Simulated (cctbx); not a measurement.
**A crystallographic session in cctbx: LiCr2Cl5**

Library: cctbx 2025.11. The data are simulated by the first script.

## 1. Simulate the data

run.py:

```python
from cctbx import adptbx, crystal, miller, sgtbx, xray
from cctbx.array_family import flex
from iotbx.shelx import hklf
from scitbx import matrix
import scitbx.random

cs = crystal.symmetry(unit_cell=(8.047, 10.218, 10.909, 105.72, 92.4, 101.5), space_group_symbol='Hall: -P 1')  # P-1
atoms = [  # label, site, U (iso, or U11 U22 U33 U12 U13 U23 in A^2), occupancy
    ("Cr1", (0.4583, 0.8057, 0.2061), (0.0097, 0.0116, 0.0148, -0.0010, 0.0049, 0.0043), 1),
    ("Cr2", (0.9563, 0.8278, 0.207), (0.0069, 0.0094, 0.0068, 0.0033, 0.0013, 0.0039), 1),
    ("Cr3", (0.658, 0.603, 0.4117), (0.0161, 0.0167, 0.0215, 0.0053, 0.0034, 0.0042), 1),
    ("Cr4", (0.1467, 0.6051, 0.886), (0.0103, 0.0091, 0.0083, 0.0021, 0.0029, 0.0056), 1),
    ("Cl1", (0.4458, 0.7871, 0.4268), (0.0052, 0.0111, 0.0080, 0.0012, -0.0017, 0.0043), 1),
    ("Cl2", (0.126, 0.6003, 0.1327), (0.0197, 0.0092, 0.0093, -0.0027, -0.0031, 0.0017), 1),
    ("Cl3", (0.9448, 0.7802, 0.4225), (0.0062, 0.0087, 0.0063, 0.0028, 0.0023, 0.0025), 1),
    ("Cl4", (0.6739, 0.6206, 0.1699), (0.0139, 0.0153, 0.0221, 0.0008, 0.0111, -0.0040), 1),
    ("Cl5", (0.4495, 0.7586, 0.9644), (0.0104, 0.0087, 0.0046, -0.0003, -0.0006, 0.0017), 1),
    ("Cl6", (0.172, 0.6019, 0.6505), (0.0107, 0.0088, 0.0093, 0.0028, 0.0009, 0.0011), 1),
    ("Cl7", (0.946, 0.7856, 0.9644), (0.0127, 0.0082, 0.0074, 0.0030, 0.0006, 0.0017), 1),
    ("Cl8", (0.6222, 0.5991, 0.6503), (0.0151, 0.0153, 0.0156, 0.0035, 0.0043, 0.0024), 1),
    ("Cl9", (0.2538, 0.9983, 0.2364), (0.0101, 0.0168, 0.0259, 0.0007, -0.0024, 0.0150), 1),
    ("Cl10", (0.7435, 0.9937, 0.2666), (0.0049, 0.0040, 0.0041, 0.0007, 0.0003, 0.0008), 1),
    ("Li1", (0.2042, 0.7899, 0.5628), (0.0168, 0.0277, 0.0138, 0.0161, 0.0100, 0.0149), 1),
    ("Li2", (0.7031, 0.7903, 0.8371), (0.0136, 0.0080, 0.0119, -0.0014, -0.0030, -0.0006), 1),
]
xs = xray.structure(crystal_symmetry=cs)
for label, site, u, occ in atoms:
    u = adptbx.u_cif_as_u_star(cs.unit_cell(), u) if isinstance(u, tuple) else u
    xs.add_scatterer(xray.scatterer(label, site=site, u=u, occupancy=occ))
xs.set_inelastic_form_factors(0.71073, "sasaki")
xs.show_summary()
p1 = xs.expand_to_p1()
ms = miller.build_set(p1, anomalous_flag=True, d_min=0.84)
flex.set_random_seed(687663)
scitbx.random.set_random_seed(687663)
ms = ms.select(flex.random_double(ms.size()) < 0.95)
i = ms.structure_factors_from_scatterers(p1, algorithm="direct").f_calc().as_intensity_array().data()
i = i * 5000 / flex.max(i)
sig = flex.sqrt(i + flex.pow2(0.02 * i) + 4 ** 2)
noise = scitbx.random.variate(scitbx.random.normal_distribution())(i.size())
data = ms.array(data=i + sig * noise, sigmas=sig).set_observation_type_xray_intensity()
with open("data.hkl", "w") as f:
    data.export_as_shelx_hklf(f)
print("reflections written:", data.size(), " <I/sigma> = %.1f" % flex.mean(data.data() / data.sigmas()))
for h, a, b in list(data.sort("data"))[:12]:
    print("%4d%4d%4d %9.1f %7.1f" % (h + (a, b)))
```

```console
$ python run.py
```

```text
Number of scatterers: 16
At special positions: 0
Unit cell: (8.047, 10.218, 10.909, 105.72, 92.4, 101.5)
Space group: P -1 (No. 2)
reflections written: 5672  <I/sigma> = 4.5
   2   2   0    5042.7   121.2
  -2  -2   0    5021.4   121.2
  -2   3   0    4954.1   122.5
   2  -3   0    4923.2   122.5
   0  -1   4    4783.5   115.0
   0   1  -4    4587.4   115.0
   4  -1   0    3838.7    96.4
  -4   1   0    3782.5    96.4
   2  -2  -4    3550.4    89.5
  -2   2   4    3348.0    89.5
   2   3  -4    3220.2    87.6
  -2  -3   4    3192.5    87.6
```

Run time: 0.26 s on 1 thread of Arm Neoverse V2, with other jobs on the host, peak memory 0.07 GiB.

## 2. Symmetry

run.py:

```python
from cctbx import crystal, sgtbx, statistics
from cctbx.array_family import flex
from iotbx.shelx import hklf

p1 = crystal.symmetry(unit_cell=(8.047, 10.218, 10.909, 105.72, 92.4, 101.5), space_group_symbol="P 1")
raw = hklf.reader(file_name="data.hkl").as_miller_arrays(crystal_symmetry=p1, anomalous=True)[0]
print(raw.size(), "reflections to d = %.3f A" % raw.d_min())
isig = raw.data() / raw.sigmas()
print("centring   violations  <I/sigma> of those")
best = "P"
for c in "ABCIRF":
    a = raw.customized_copy(space_group_info=sgtbx.space_group_info("Hall: %s 1" % c)).sys_absent_flags().data()
    m = flex.mean(isig.select(a))
    print("%5s %10d of %5d %8.1f" % (c, (isig.select(a) > 4).count(True), a.count(True), m))
    if (isig.select(a) > 4).count(True) < 0.01 * a.count(True):
        best = c
raw = raw.select(~raw.customized_copy(space_group_info=sgtbx.space_group_info("Hall: %s 1" % best)).sys_absent_flags().data())
isig = raw.data() / raw.sigmas()
rows = []
for s in sgtbx.space_group_symbol_iterator():
    g = sgtbx.space_group(s)
    if g.conventional_centring_type_symbol() != best or not g.is_compatible_unit_cell(p1.unit_cell(), 1e-3, 0.02):
        continue
    rows.append((s, g))
print("Laue class    unique    Rint  (classes that these axes allow; Friedel mates merged)")
rint = {}
for s, g in rows:
    laue = g.build_derived_patterson_group()
    key = laue.type().hall_symbol()
    if key not in rint:
        m = raw.customized_copy(space_group_info=laue.info(), anomalous_flag=False).merge_equivalents()
        rint[key] = m.r_int()
        print("%-14s %6d %7.3f" % (laue.type().lookup_symbol(), m.array().size(), m.r_int()))
floor = min(rint.values())
good = [(s, g) for s, g in rows if rint[g.build_derived_patterson_group().type().hall_symbol()] < 2 * floor + 0.03]
top = max(g.build_derived_patterson_group().order_z() for s, g in good)
print("space group    extra absences  I>4sigma  <I/sigma>")
for s, g in good:
    laue = g.build_derived_patterson_group()
    if laue.order_z() != top:
        continue
    a = raw.customized_copy(space_group_info=g.info()).sys_absent_flags().data()
    a &= ~raw.customized_copy(space_group_info=laue.info()).sys_absent_flags().data()
    bad = (isig.select(a) > 4).count(True)
    if bad <= 0.03 * a.count(True):
        print("%-16s %8d %10d %9s  %s" % (s.universal_hermann_mauguin(), a.count(True), bad, "%.1f" % flex.mean(isig.select(a)) if a.count(True) else "-", "centric" if g.is_centric() else "acentric"))
laue = max(good, key=lambda t: t[1].build_derived_patterson_group().order_z())[1].build_derived_patterson_group()
f = raw.customized_copy(space_group_info=laue.info(), anomalous_flag=False).merge_equivalents().array().eliminate_sys_absent().f_sq_as_f()
f.set_observation_type_xray_amplitude()
bins = max(3, min(8, f.size() // 12))
f.setup_binner(n_bins=bins)
w = statistics.wilson_plot(f, {e: n / laue.order_z() for e, n in {'Cr': 8.0, 'Cl': 20.0, 'Li': 4.0}.items()}, e_statistics=True)
print("Wilson B = %.2f A^2   <|E^2-1|> = %.3f (0.968 centric, 0.736 acentric)   E^2>4: %.1f %%" % (w.wilson_b, w.mean_e_sq_minus_1, w.percent_e_sq_gt_2))
print("shell (A)         n   <I/sigma>")
m = raw.customized_copy(space_group_info=laue.info(), anomalous_flag=False).merge_equivalents().array().eliminate_sys_absent()
for b in m.setup_binner(n_bins=bins).range_used():
    sel = m.binner().selection(b)
    print("%5.2f - %4.2f %6d %8.1f" % (min(m.binner().bin_d_range(b)[0] if m.binner().bin_d_range(b)[0] > 0 else 99, 99), m.binner().bin_d_range(b)[1], sel.count(True), flex.mean((m.data() / m.sigmas()).select(sel))))
```

```console
$ python run.py
```

```text
5672 reflections to d = 0.840 A
centring   violations  <I/sigma> of those
    A       1182 of  2836      4.5
    B       1110 of  2834      3.8
    C       1184 of  2830      4.5
    I       1209 of  2838      4.5
    R       1584 of  3781      4.5
    F       1738 of  4250      4.3
Laue class    unique    Rint  (classes that these axes allow; Friedel mates merged)
P -1             2973   0.061
space group    extra absences  I>4sigma  <I/sigma>
P 1                     0          0         -  acentric
P -1                    0          0         -  centric
Wilson B = 0.75 A^2   <|E^2-1|> = 1.094 (0.968 centric, 0.736 acentric)   E^2>4: 3.9 %
shell (A)         n   <I/sigma>
10.45 - 1.68    366      8.6
 1.68 - 1.33    379      5.9
 1.33 - 1.16    363      6.4
 1.16 - 1.06    377      6.1
 1.06 - 0.98    370      4.7
 0.98 - 0.92    374      4.4
 0.92 - 0.88    372      4.4
 0.88 - 0.84    372      4.1
```

Time: 0.24 s.

## 3. Charge flipping

run.py:

```python
import itertools
from cctbx import crystal, maptbx
from cctbx.array_family import flex
from iotbx.shelx import hklf
from smtbx.ab_initio import charge_flipping as cf

cs = crystal.symmetry(unit_cell=(8.047, 10.218, 10.909, 105.72, 92.4, 101.5), space_group_symbol='Hall: -P 1')  # P-1
raw = hklf.reader(file_name="data.hkl").as_miller_arrays(crystal_symmetry=cs, anomalous=True)[0]
merged = raw.eliminate_sys_absent().merge_equivalents()
fo2 = merged.array().set_observation_type_xray_intensity()
f = fo2.average_bijvoet_mates().f_sq_as_f().resolution_filter(d_min=0.84)
p1 = f.expand_to_p1()
work = p1
flex.set_random_seed(99639)
it = cf.weak_reflection_improved_iterator(delta=None, weak_reflection_fraction=0.2)
it.start(work, phases=flex.random_double(p1.size()) * 6.2832, f_000=0)
it.delta = 1 * it.rho_map.sigma()
print("cycle      R  skewness")
for n, st in enumerate(itertools.islice(it, 150)):
    if n % 12 == 0:
        print("%5d %6.3f %8.2f" % (n, st.r1_factor(), st.rho_map.skewness()))
rho = p1.phase_transfer(it.f_calc).fft_map().apply_volume_scaling()
polish = cf.low_density_elimination_iterator(constant_rho_c=rho.sigma())
polish.start(f_obs=p1, phases=it.f_calc, f_000=0)
for _ in range(8):
    next(polish)
print("origin shift          correlation  skewness")
maps = []
for fc, shift, cc in itertools.islice(cf.f_calc_symmetrisations(f, polish.f_calc, 0), 4):
    m = f.phase_transfer(fc).fft_map(symmetry_flags=maptbx.use_space_group_symmetry, resolution_factor=0.25).apply_sigma_scaling()
    maps.append((m.skewness(), cc, m))
    print("%6.3f %6.3f %6.3f %10.3f %9.2f" % (tuple(shift) + (cc, m.skewness())))
skew, cc, m = max((t for t in maps if t[1] > maps[0][1] - 0.04), key=lambda t: t[0])
print("taken: symmetry correlation %.3f, skewness %.2f" % (cc, skew))
peaks = m.peak_search(parameters=maptbx.peak_search_parameters(min_distance_sym_equiv=0.9, max_clusters=21)).all()
sps = cs.special_position_settings(min_distance_sym_equiv=0.5)
print("peak      x       y       z  mult  height/sigma")
for k, (x, h) in enumerate(zip(peaks.sites(), peaks.heights())):
    ss = sps.site_symmetry(x)
    print("Q%-3d %7.4f %7.4f %7.4f %4d %8.1f" % ((k + 1,) + tuple(t % 1 for t in ss.exact_site()) + (ss.multiplicity(), h)))
```

```console
$ python run.py
```

```text
cycle      R  skewness
    0  0.630     0.47
   12  0.497     2.79
   24  0.409     4.82
   36  0.389     4.70
   48  0.385     4.73
   60  0.377     4.77
   72  0.368     4.73
   84  0.353     4.73
   96  0.352     4.68
  108  0.344     4.72
  120  0.339     4.69
  132  0.341     4.74
  144  0.344     4.80
origin shift          correlation  skewness
 0.410  0.059  0.114      0.962      2.28
 0.311  0.160  0.264      0.960      2.04
 0.410  0.059  0.364      0.962      2.12
 0.110  0.359  0.439      0.961      2.05
taken: symmetry correlation 0.962, skewness 2.28
peak      x       y       z  mult  height/sigma
Q1    0.0498  0.1987  0.6839    2     12.1
Q2    0.1486  0.5805  0.2718    2     10.1
Q3    0.0381  0.1928  0.9135    2      8.7
Q4    0.3548  0.4048  0.2318    2      8.6
Q5    0.1519  0.5946  0.7700    2      8.3
Q6    0.4387  0.8138  0.0959    2      7.8
Q7    0.2385  0.0272  0.1322    2      7.3
Q8    0.3499  0.4162  0.7357    2      7.2
Q9    0.3433  0.4087  0.4617    2      6.8
Q10   0.2662  0.0102  0.8864    2      6.8
Q11   0.2483  0.9914  0.3703    2      6.6
Q12   0.4379  0.7849  0.8321    2      6.3
Q13   0.1389  0.6417  0.0390    2      6.3
Q14   0.1518  0.6064  0.5361    2      6.2
Q15   0.0713  0.1910  0.4318    2      5.9
Q16   0.4502  0.7919  0.3079    2      5.7
Q17   0.1656  0.3749  0.3123    2      5.7
Q18   0.4525  0.8989  0.8176    2      5.6
Q19   0.2444  0.2413  0.3102    2      5.4
Q20   0.0466  0.4487  0.6130    2      5.1
Q21   0.1558  0.8445  0.4575    2      5.0
```

Time: 0.38 s.

## 4. Refinement (model from the peaks)

run.py:

```python
import math
from cctbx import adptbx, crystal, maptbx, sgtbx, xray
from cctbx.array_family import flex
from cctbx.xray import observations
from iotbx.shelx import hklf
from scitbx.lstbx import normal_eqns_solving
from smtbx import absolute_structure, utils
from smtbx.refinement import constraints, least_squares

cs = crystal.symmetry(unit_cell=(8.047, 10.218, 10.909, 105.72, 92.4, 101.5), space_group_symbol='Hall: -P 1')  # P-1
atoms = [  # label, site, U (iso, or U11 U22 U33 U12 U13 U23 in A^2), occupancy
    ("Cr1", (0.0498, 0.1987, 0.6839), 0.0200, 1),
    ("Cl1", (0.1486, 0.5805, 0.2718), 0.0200, 1),
    ("Cl2", (0.0381, 0.1928, 0.9135), 0.0200, 1),
    ("Cl3", (0.3548, 0.4048, 0.2318), 0.0200, 1),
    ("Cl4", (0.1519, 0.5946, 0.77), 0.0200, 1),
    ("Cl5", (0.4387, 0.8138, 0.0959), 0.0200, 1),
    ("Cl6", (0.2385, 0.0272, 0.1322), 0.0200, 1),
    ("Cl7", (0.3499, 0.4162, 0.7357), 0.0200, 1),
    ("Cl8", (0.3433, 0.4087, 0.4617), 0.0200, 1),
    ("Cl9", (0.2662, 0.0102, 0.8864), 0.0200, 1),
    ("Cl10", (0.2483, 0.9914, 0.3703), 0.0200, 1),
]
xs = xray.structure(crystal_symmetry=cs)
for label, site, u, occ in atoms:
    u = adptbx.u_cif_as_u_star(cs.unit_cell(), u) if isinstance(u, tuple) else u
    xs.add_scatterer(xray.scatterer(label, site=site, u=u, occupancy=occ))
xs.set_inelastic_form_factors(0.71073, "sasaki")
raw = hklf.reader(file_name="data.hkl").as_miller_arrays(crystal_symmetry=cs, anomalous=True)[0]
merged = raw.eliminate_sys_absent().merge_equivalents()
fo2 = merged.array().set_observation_type_xray_intensity()
print("Rint %.3f, %d unique reflections to %.2f A" % (merged.r_int(), fo2.size(), fo2.d_min()))
for sc in xs.scatterers():
    sc.flags.set_grad_site(True)
    sc.flags.set_grad_u_aniso(sc.flags.use_u_aniso())
    sc.flags.set_grad_u_iso(sc.flags.use_u_iso())
obs = fo2.as_xray_observations()
extra = {}
rep = constraints.reparametrisation(xs, [], utils.connectivity_table(xs), **extra)
ls = least_squares.crystallographic_ls(obs, rep, weighting_scheme=least_squares.mainstream_shelx_weighting(a=0, b=0))
print("cycle     R1     wR2    GooF  max shift (A)")
for cycle in range(6):
    ls.build_up()
    r1, wr2, goof = ls.r1_factor(cutoff_factor=2)[0], ls.wR2(), ls.goof()
    old = xs.sites_cart()
    normal_eqns_solving.levenberg_marquardt_iterations(ls, n_max_iterations=3, tau=0.0001, step_threshold=1e-7)
    big = flex.max((xs.sites_cart() - old).norms())
    print("%4d %7.4f %7.4f %7.3f %9.5f" % (cycle + 1, r1, wr2, goof, big))
    ls.build_up(objective_only=True)
    if abs(ls.wR2() - wr2) < 5e-5 and big < 5e-4:
        break
ls.build_up()
print("final R1 %.4f wR2 %.4f GooF %.3f  parameters %d  data/parameter %.1f" % (ls.r1_factor(cutoff_factor=2)[0], ls.wR2(), ls.goof(), ls.n_parameters, fo2.size() / ls.n_parameters))
cov = ls.covariance_matrix_and_annotations()
su = dict(zip(cov.annotations, (math.sqrt(max(v, 0)) for v in cov.matrix.matrix_packed_u_diagonal())))
a2 = cs.unit_cell().reciprocal_parameters()[0] ** -2
print("atom        x        y        z      Ueq    occ   su(xyz)  su(Uiso or U11)")
for sc in xs.scatterers():
    s = max(su.get(sc.label + k, 0) for k in (".x", ".y", ".z"))
    npd = "" if sc.is_positive_definite_u(cs.unit_cell()) else "  NPD"
    print("%-5s %8.5f %8.5f %8.5f %8.4f %6.3f %8.5f %7.4f%s" % ((sc.label,) + sc.site + (sc.u_iso_or_equiv(cs.unit_cell()), sc.occupancy, s, su.get(sc.label + ".uiso", su.get(sc.label + ".u11", 0) * a2), npd)))
fo = fo2.f_sq_as_f()
fc = fo.structure_factors_from_scatterers(xs, algorithm="direct").f_calc()
diff = fo.f_obs_minus_f_calc(1 / math.sqrt(ls.scale_factor()), fc).average_bijvoet_mates()
m = diff.fft_map(symmetry_flags=maptbx.use_space_group_symmetry, resolution_factor=0.25).apply_volume_scaling()
print("difference map: max %.2f min %.2f rms %.2f" % (m.statistics().max(), m.statistics().min(), m.statistics().sigma()))
peaks = m.peak_search(parameters=maptbx.peak_search_parameters(min_distance_sym_equiv=0.6, max_clusters=10)).all()
near = xs.closest_distances(peaks.sites(), distance_cutoff=4)
sps = cs.special_position_settings(min_distance_sym_equiv=0.5)
for k, (x, h) in enumerate(zip(peaks.sites(), peaks.heights())):
    ss = sps.site_symmetry(x)
    print("Q%-3d %7.4f %7.4f %7.4f %4d %7.2f  %.2f A from %s" % ((k + 1,) + tuple(t % 1 for t in ss.exact_site()) + (ss.multiplicity(), h, near.smallest_distances[k], xs.scatterers()[near.i_seqs[k]].label)))
```

```console
$ python run.py
```

```text
Rint 0.061, 2973 unique reflections to 0.84 A
cycle     R1     wR2    GooF  max shift (A)
   1  0.5617  0.8395   7.466   0.30857
   2  0.4223  0.7249   6.447   0.09684
   3  0.4183  0.7217   6.419   0.02284
   4  0.4500  0.7474   6.647   0.02384
   5  0.4194  0.7205   6.408   0.00620
   6  0.4425  0.7411   6.591   0.00723
final R1 0.4199 wR2 0.7202 GooF 6.405  parameters 44  data/parameter 67.6
atom        x        y        z      Ueq    occ   su(xyz)  su(Uiso or U11)
Cr1    0.04731  0.20381  0.67918   0.0001  1.000  0.00123  0.0021
Cl1    0.14688  0.58659  0.28076   0.0001  1.000  0.00169  0.0028
Cl2    0.04407  0.19045  0.91153   0.0001  1.000  0.00168  0.0029
Cl3    0.35153  0.40050  0.22493   0.0001  1.000  0.00175  0.0028
Cl4    0.14686  0.59478  0.76574   0.0082  1.000  0.00197  0.0033
Cl5    0.44715  0.80775  0.08100   0.0001  1.000  0.00168  0.0029
Cl6    0.25492  0.00960  0.12156   0.0050  1.000  0.00178  0.0031
Cl7    0.34993  0.42544  0.70134   0.0206  1.000  0.00239  0.0041
Cl8    0.33817  0.40493  0.45559   0.0348  1.000  0.00290  0.0056
Cl9    0.26987  0.01372  0.88917   0.0239  1.000  0.00247  0.0044
Cl10   0.23811  0.99027  0.36041   0.0001  1.000  0.00166  0.0028
difference map: max 28.44 min -13.81 rms 2.25
Q1    0.3481  0.4036  0.2350    2   29.34  0.11 A from Cl3
Q2    0.1536  0.6264  0.5394    2   24.45  2.58 A from Cl4
Q3    0.0821  0.2067  0.4361    2   23.05  2.54 A from Cl8
Q4    0.4356  0.8057  0.0793    2   22.50  0.09 A from Cl5
Q5    0.4548  0.7780  0.8392    2   20.66  2.58 A from Cl5
Q6    0.3594  0.3747  0.0034    2   20.48  2.36 A from Cl3
Q7    0.1666  0.5929  0.3127    2   19.58  0.36 A from Cl1
Q8    0.0350  0.1902  0.9211    2   15.51  0.13 A from Cl2
Q9    0.2367  0.9450  0.6267    2   14.44  2.74 A from Cl9
Q10   0.4745  0.8106  0.6239    2   14.39  2.72 A from Cl10
```

Time: 0.62 s.

Figures of merit this high mean that the model is still wrong or incomplete.

[Logs are printed without paths, hosts, clocks, repeated set-up lines and the standing remarks that a program may print on its own settings, such as how far it seeks lower states.]
